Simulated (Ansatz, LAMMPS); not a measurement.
# Amorphous poly(ether ketone) with methanol (capped chains of 2 units), from a frame at 300 K (192 atoms): geometry optimisation, part 4 of 4

Aim: bring amorphous poly(ether ketone) with methanol (capped chains of 2 units), from a frame at 300 K (192 atoms) to a nearby minimum of the energy and see what moves.

Ansatz 0.2.0; Kohn-Sham DFT, PBEsol, PAW (set soft_2), plane waves.

The cell: 89 C, 17 O and 86 H. The network of contacts between molecules at the start is that of the classical potential that made the cell. The functional has no dispersion term. Only the Γ point is sampled, in a cell whose shortest periodic width is 13 Å.

So far. Step 4 (Cell and atoms relaxed): The relaxation changed the energy by -41.8 meV/atom, and atoms moved by 0.61 Å r.m.s., 2.2 Å at most.

## 7. Other settings

Changed here: magnetization.spin_polarized = true, scf.occupations.method = "methfessel_paxton", scf.occupations.width = 0.025, total_charge = 1 and starting moments = "other".

Contents of input.yaml:

```yaml
crystal:
  lattice:
    - [12.76779, 0.0, 0.0]
    - [0.0, 12.76779, 0.0]
    - [0.0, 0.0, 12.76779]
  atoms:
    - { symbol: C, position: [0.66666, 0.10796, 0.4825], spin: 0.2 }
    - { symbol: C, position: [0.75436, 0.15381, 0.54794], spin: 0.2 }
    - { symbol: C, position: [0.74264, 0.15336, 0.65753], spin: 0.2 }
    - { symbol: C, position: [0.82129, 0.20048, 0.71695], spin: 0.2 }
    - { symbol: C, position: [0.90115, 0.25688, 0.67244], spin: 0.2 }
    - { symbol: C, position: [0.8972, 0.26823, 0.5626], spin: 0.2 }
    - { symbol: C, position: [0.8291, 0.21124, 0.49868], spin: 0.2 }
    - { symbol: C, position: [0.98836, 0.30373, 0.73143], spin: 0.2 }
    - { symbol: O, position: [0.02317, 0.38739, 0.70322], spin: 0.2 }
    - { symbol: C, position: [0.01752, 0.26164, 0.83443], spin: 0.2 }
    - { symbol: C, position: [0.05884, 0.33573, 0.90408], spin: 0.2 }
    - { symbol: C, position: [0.08312, 0.29984, 0.00531], spin: 0.2 }
    - { symbol: C, position: [0.08354, 0.1894, 0.02728], spin: 0.2 }
    - { symbol: C, position: [0.05416, 0.1209, 0.95359], spin: 0.2 }
    - { symbol: C, position: [0.02143, 0.15532, 0.85541], spin: 0.2 }
    - { symbol: O, position: [0.11964, 0.16154, 0.12631], spin: 0.2 }
    - { symbol: C, position: [0.05281, 0.09975, 0.18394], spin: 0.2 }
    - { symbol: C, position: [0.94651, 0.12173, 0.1909], spin: 0.2 }
    - { symbol: C, position: [0.88875, 0.0683, 0.2591], spin: 0.2 }
    - { symbol: C, position: [0.93341, 0.98994, 0.32382], spin: 0.2 }
    - { symbol: C, position: [0.03291, 0.95337, 0.30563], spin: 0.2 }
    - { symbol: C, position: [0.09317, 0.01185, 0.23544], spin: 0.2 }
    - { symbol: C, position: [0.85688, 0.93261, 0.39162], spin: 0.2 }
    - { symbol: O, position: [0.77304, 0.90593, 0.35031], spin: 0.2 }
    - { symbol: C, position: [0.88413, 0.89773, 0.49622], spin: 0.2 }
    - { symbol: C, position: [0.96579, 0.94721, 0.55032], spin: 0.2 }
    - { symbol: C, position: [0.9888, 0.91579, 0.6519], spin: 0.2 }
    - { symbol: C, position: [0.92451, 0.8458, 0.69985], spin: 0.2 }
    - { symbol: C, position: [0.8438, 0.79424, 0.65303], spin: 0.2 }
    - { symbol: C, position: [0.82248, 0.82354, 0.54943], spin: 0.2 }
    - { symbol: O, position: [0.95048, 0.8176, 0.80367], spin: 0.2 }
    - { symbol: C, position: [0.86403, 0.82956, 0.87196], spin: 0.2 }
    [... 154 atom lines left out ...]
    - { symbol: C, position: [0.57966, 0.84837, 0.90741], spin: 0.2 }
    - { symbol: O, position: [0.62516, 0.7537, 0.88146], spin: 0.2 }
    - { symbol: H, position: [0.49606, 0.8492, 0.88443], spin: 0.2 }
    - { symbol: H, position: [0.62394, 0.91201, 0.86476], spin: 0.2 }
    - { symbol: H, position: [0.59088, 0.85994, 0.99379], spin: 0.2 }
    - { symbol: H, position: [0.59767, 0.70581, 0.93698], spin: 0.2 }
kpoints:
  mp_grid: { grid: [1, 1, 1] }
hamiltonian:
  xc: pbesol
scf:
  occupations: { method: methfessel_paxton, width: 0.025 }
output:
  forces: true
  stress: true
  populations: true
  dos:
    method: { smearing: { sigma: 0.1 } }
    de: 0.1
    projected: { site_lists: { C: [C], H: [H], O: [O] } }
  eigenvalues: true
magnetization:
  spin_polarized: true
total_charge: 1
```

Run with:

```console
> ansatz run input.yaml --threads 4 --pin off --max-ram 8192MiB --backend cpu --events-out ev --progress --plain --runs-dir out
```

Numbers of over 12 decimals in the logs are rounded to 6 here.

The program printed:

```text
[...]
Crystal: 192 atoms, lattice volume = 2081.360 Å³
Basis set: ecut = 420 eV, 40651 PW (Γ), exchange–correlation on 180×180×180 points (8 copies of the dense FFT grid, shifted against one another)
Bands: 483, of which v1, the nominal top of the filled ones, is band 272 counted from 1 (271 counted from 0)
Symmetry: 1 space group operations
[...]
k-points: 1
[... 9 lines on functional and potentials left out ...]
Starting moments: Σ|m| = 38.4 μB on 192 of 192 sites
[...]
SCF iter   1: F=—  HF=-32934.827883 eV  |F-HF|=—  |Δ(HF+E_count)|=         —  Δρ=7.01e-2 (↑5.55e-2 ↓7.01e-2)  dr2=3.88e2  dr2_m=5.37e0  M=3.005 μB ∫|m|=4.407 μB  β_m=0.30  ethr=3.10e-3  ⟨swp⟩=6.0  Hψ=4468  notcnv=0  defer=102
[...]
spin=Collinear: Resta preconditioning applied to the charge; magnetization (m = ρ↑ − ρ↓) channel mixes plain (no charge-response kernel on spin).
SCF iter   2: F=—  HF=-32855.935902 eV  |F-HF|=—  |Δ(HF+E_count)|=    7.89e1  S|Δr|=    0.00e0  Δρ=4.68e-2 (↑3.30e-2 ↓4.68e-2)  dr2=1.23e2  dr2_m=3.25e0  M=1.000 μB ∫|m|=2.359 μB  β_m=0.30  ethr=3.10e-3  ⟨swp⟩=3.0  Hψ=1745  notcnv=0  defer=374
SCF iter   3: F=—  HF=-32821.954347 eV  |F-HF|=—  |Δ(HF+E_count)|=    3.40e1  S|Δr|=    0.00e0  Δρ=2.59e-2 (↑1.56e-2 ↓2.59e-2)  dr2=2.73e1  dr2_m=1.76e0  M=1.000 μB ∫|m|=2.056 μB  β_m=0.30  ethr=3.10e-3  ⟨swp⟩=3.0  Hψ=1740  notcnv=0  defer=374
[...]
SCF iter  14: F=—  HF=-32815.981060 eV  |F-HF|=—  |Δ(HF+E_count)|=   2.22e-2  S|Δr|=    0.00e0  Δρ=3.67e-3 (↑8.16e-4 ↓3.67e-3)  dr2=5.92e-1  dr2_m=6.08e-2  M=1.002 μB ∫|m|=1.159 μB  β_m=0.30  ethr=2.19e-4  ⟨swp⟩=1.5  Hψ=593  notcnv=0  defer=374
[...]
spin-set hold released at iteration 14 (site moments contracting): the magnetisation degrees of freedom join the quasi-Newton model from the next iteration; the mixer history was flushed
SCF iter  15: F=—  HF=-32816.057052 eV  |F-HF|=—  |Δ(HF+E_count)|=   7.60e-2  S|Δr|=    0.00e0  Δρ=6.28e-3 (↑1.09e-3 ↓6.28e-3)  dr2=1.83e0  dr2_m=1.60e-1  M=1.001 μB ∫|m|=1.208 μB  β_m=0.16  ethr=1.09e-4  ⟨swp⟩=3.0  Hψ=1215  notcnv=0  defer=374  recentre
SCF iter  16: F=—  HF=-32815.995827 eV  |F-HF|=—  |Δ(HF+E_count)|=   6.12e-2  S|Δr|=    0.00e0  Δρ=3.79e-3 (↑6.67e-4 ↓3.79e-3)  dr2=7.48e-1  dr2_m=5.92e-2  M=1.039 μB ∫|m|=1.229 μB  β_m=0.15  ethr=1.09e-4  ⟨swp⟩=2.0  Hψ=1689  notcnv=0  defer=374
[...]
SCF iter  43: F=—  HF=-32815.971034 eV  |F-HF|=—  |Δ(HF+E_count)|=   3.99e-9  S|Δr|=    0.00e0  Δρ=1.53e-6 (↑4.34e-7 ↓1.53e-6)  dr2=1.15e-7  dr2_m=1.17e-8  M=1.001 μB ∫|m|=1.135 μB  β_m=0.18  ethr=1.84e-11  ⟨swp⟩=17.0  Hψ=6150  notcnv=0
SCF iter  44: F=-32815.971034 eV  HF=-32815.971034 eV  |F-HF|=3.45e-8  |Δ(HF+E_count)|=  2.18e-10  S|Δr|=    0.00e0  Δρ=1.20e-6 (↑3.48e-7 ↓1.20e-6)  dr2=4.44e-8  dr2_m=8.20e-9  M=1.001 μB ∫|m|=1.135 μB  ethr=1.84e-11  ⟨swp⟩=1.0  Hψ=1566  notcnv=0
SCF 1 converged in 44 iterations: F = -32815.971034 eV  dr2 = 4.44e-8
[...]
this state was not tested for a lower state beside it, because cold or Methfessel-Paxton smearing, or corrected tetrahedra, fill the levels in a way that the test cannot read (fill_not_monotonic; see scf.lower_state_search)
SCF converged after 44 iterations
Magnetization: 1.0006 μB (272.0003 up, 270.9997 down)
Absolute magnetization: 1.1359 μB (∫|ρ↑−ρ↓|, with the PAW one-centre terms)
[...]
Per-site moments (μB) at R_I (Å): [(8.778662563402637e-6, 0.447654), (-0.000126758, 0.560127), (0.000592695, 0.449053), (0.000215155, 0.450514), (0.00227099, [...]
Free energy (F): -32815.971034 eV
[...]
Internal energy: -32815.965660 eV  (E = F + TS)
E sigma→0 (E₀):  -32815.969691 eV
Entropy (-TS):   -0.005375 eV (-0.028 meV/atom)
Fermi energy:    -0.157671 eV
Step filling:    the computed levels leave a gap of 0.0047 eV = 0.2 smearing widths at the electron count; against every level under it full and every level over it empty, smearing changes F+E_penalty+E_count by -4.037 meV and its σ→0 estimate by -2.693 meV
[...]
Σ components = -32815.971034   (vs F -32815.971034, Δ=0.00e0)
--- Forces (eV/Å), atoms counted from 1 ---
  atom   1  C      0.61770422    -0.28488613     0.26726055
  atom   2  C     -3.19117716    -0.52205776    -0.05890067
  atom   3  C      1.27631000     0.19109849    -0.63509283
  atom   4  C     -1.13727925    -1.10909163     1.09529386
[...]
atom 192  H      0.72392228    -0.06430405    -0.16381410
  max |Σ_I F_I| component: 6.88e-5 eV/Å
--- Stress (GPa, compression-positive) ---
        3.193555      -0.351160      -0.137816
       -0.351160       1.391945      -0.269756
       -0.137816      -0.269756       2.449383
  P = ⅓ Tr σ = 2.3450 GPa (23.450 kbar)
--- Band table (eV) ---
[...]
--- Löwdin populations: 192 sites ---
  site symbol       q [e]    m [muB]
     0      C      4.4835     0.0001
     1      C      3.9172    -0.0003
     2      C      4.1371     0.0026
[...]
191      H      0.6139    -0.0013
  spilling = 0.012185 (of n_electrons = 543.000000)
```

Elapsed: 2.2 min, on 4 threads of Arm Neoverse V2, shared host; peak memory 5.1 GiB.

The program notes that starting moments were not kept and the stability of the SCF solution was not settled.

Geometry and reference: those of the single point at the start.

Forces differ from those of the single point at the start by 51 meV/Å r.m.s., 5.5 % of their size. It took 3.5 times the reference's time (shared host, so rough).

## 8. Outcome

| Item | Value |
| --- | --- |
| energy change in the relaxation | -41.77 meV/atom |
| r.m.s. displacement | 0.612 Å |
| largest displacement | 2.162 Å |
| free energy per atom | -170.9586 eV/atom |
| pressure | 0.005592 GPa |
| r.m.s. force component | 0.00375 eV/Å |
| gap (highest filled to lowest empty level) | 2.26 eV |
| wall time of the 4 DFT runs | 14 min |

**Reading.** Relaxation lowers the energy by 41.8 meV/atom and moves atoms by 0.61 Å r.m.s.; the r.m.s. force component goes from 0.94 to 0.0037 eV/Å, the pressure goes from 2.2 to 0.0056 GPa, and the gap from 2.32 to 2.26 eV. Displacements are taken in the final cell, so they leave out its strain. By the final cutoffs no bond was broken or made. The functional lacks dispersion, which holds such a cell together, so the relaxed volume is likely too large. The cell grew by 6.8 % in volume. First to last step the energy falls by 8.020 eV, across changes of basis; the largest move, 2.16 Å, is that of H167. The H-O bonds change most in mean length: from 0.983 Å (spread 0.016) to 0.999 Å (spread 0.005). With the cutoffs above, 88 % of C atoms have 3, all H atoms have 1 and 65 % of O atoms have 2 bonded neighbours. The highest filled and lowest empty levels differ by 2.26 eV (at Γ alone); a semilocal functional tends to put such gaps too low. It is the spacing of short capped chains, not of the long polymer. In a disordered cell it changes from sample to sample, and tail or defect levels can set it.

Caveats: The network of contacts between molecules at the start is that of the classical potential that made the cell; in DFT atoms moved by 0.61 Å r.m.s. Charged cells carry a uniform neutralising background, with no correction for images.

[Logs are printed without paths, hosts, clocks, repeated set-up lines and the standing remarks that a program may print on its own settings, such as how far it seeks lower states.]

[Hosts, paths, dates, database ids (printed as entryN), source tags and the programs' standing remarks are cut or masked in the printed files.]
